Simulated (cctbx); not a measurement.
# Diagnosing a refinement

Cell a = 4.2290 Å, b = 4.2290 Å, c = 17.2100 Å, α = 90.00°, β = 90.00°, γ = 90.00°; space group I4/mmm (no. 139).

Simulated single-crystal data (cctbx): Cu Kα, λ = 1.54184 Å, to d = 0.83 Å, 50 % of the full sphere, strongest reflection 20000 counts, noise from counting, a 2 % proportional error and a noise floor of 15 counts (s.d.); no absorption.

An anisotropic refinement with weights 1/σ² prints:

```text
Rint 0.026, 106 unique reflections to 0.84 A
cycle     R1     wR2    GooF  max shift (A)
   1  0.6783  0.9171  45.923   0.02403
   3  0.5639  0.8438  42.250   0.00018
final R1 0.5640 wR2 0.8438 GooF 42.250  parameters 6  data/parameter 17.7
atom        x        y        z      Ueq    occ   su(xyz)  su(Uiso or U11)
W1     0.50000  0.00000  0.00000   0.1194  1.000  0.00000  0.0171  NPD
Dy1    0.00000  0.00000  0.32490  -0.0171  1.000  0.00178  0.0134  NPD
difference map: max 161.94 min -173.47 rms 18.47
Q1    0.0000  0.0000  0.3310    4  163.10  0.10 A from Dy1
Q2    0.0000  0.0000  0.1343    4  145.16  3.07 A from Dy1
Q3    0.0000  0.5000  0.0000    4  133.53  0.00 A from W1
Q4    0.0000  0.5000  0.1944    8  120.20  2.14 A from Dy1
Q5    0.0000  0.0000  0.5000    2   87.01  2.11 A from W1
Q6    0.0000  0.0000  0.0634    4   74.39  2.38 A from W1
```

Q: Accept it or mend it, and why?

Mend it. The fault: an atom left out, Bi at (1/2, 1/2, 0.3657). Against the right model at the same level, R1 goes from 0.0103 to 0.5640 and GooF from 0.94 to 42.25, U of W1 swells from 0.0296 to 0.1194 Å², the top difference peak, 163.1 e/Å³, lies on Dy1, a hole of -173.5 e/Å³ opens and W1 and Dy1 go non-positive-definite. Q2 is the missing atom. With scattering power missing, scale and phases suffer, so peaks may also grow on the heavy atoms.

The compound is DyBiW. The right model at the same level gives:

```text
Rint 0.026, 106 unique reflections to 0.84 A
cycle     R1     wR2    GooF  max shift (A)
   1  0.0303  0.0704   3.581   0.00078
   2  0.0103  0.0184   0.937   0.00000
final R1 0.0103 wR2 0.0184 GooF 0.937  parameters 9  data/parameter 11.8
atom        x        y        z      Ueq    occ   su(xyz)  su(Uiso or U11)
Bi1    0.50000  0.50000  0.36576   0.0233  1.000  0.00003  0.0002
W1     0.50000  0.00000  0.00000   0.0296  1.000  0.00000  0.0003
Dy1    0.00000  0.00000  0.32435   0.0093  1.000  0.00004  0.0002
difference map: max 0.92 min -0.89 rms 0.21
Q1    0.0000  0.0000  0.5000    2    0.92  2.11 A from W1
Q2    0.0000  0.0000  0.3599    4    0.91  0.61 A from Dy1
Q3    0.0000  0.0000  0.4222    4    0.80  1.68 A from Dy1
Q4    0.0000  0.0000  0.0307    4    0.72  1.78 A from Bi1
Q5    0.2154  0.2154  0.3881   16    0.55  1.69 A from Dy1
Q6    0.0781  0.3209  0.0304   32    0.55  0.98 A from W1
```

This is a model crystal, built by substitution and not relaxed, with assumed displacement parameters.

[Middle refinement cycles are left out of these outputs.]

[Logs are printed without paths, hosts, clocks, repeated set-up lines and the standing remarks that a program may print on its own settings, such as how far it seeks lower states.]
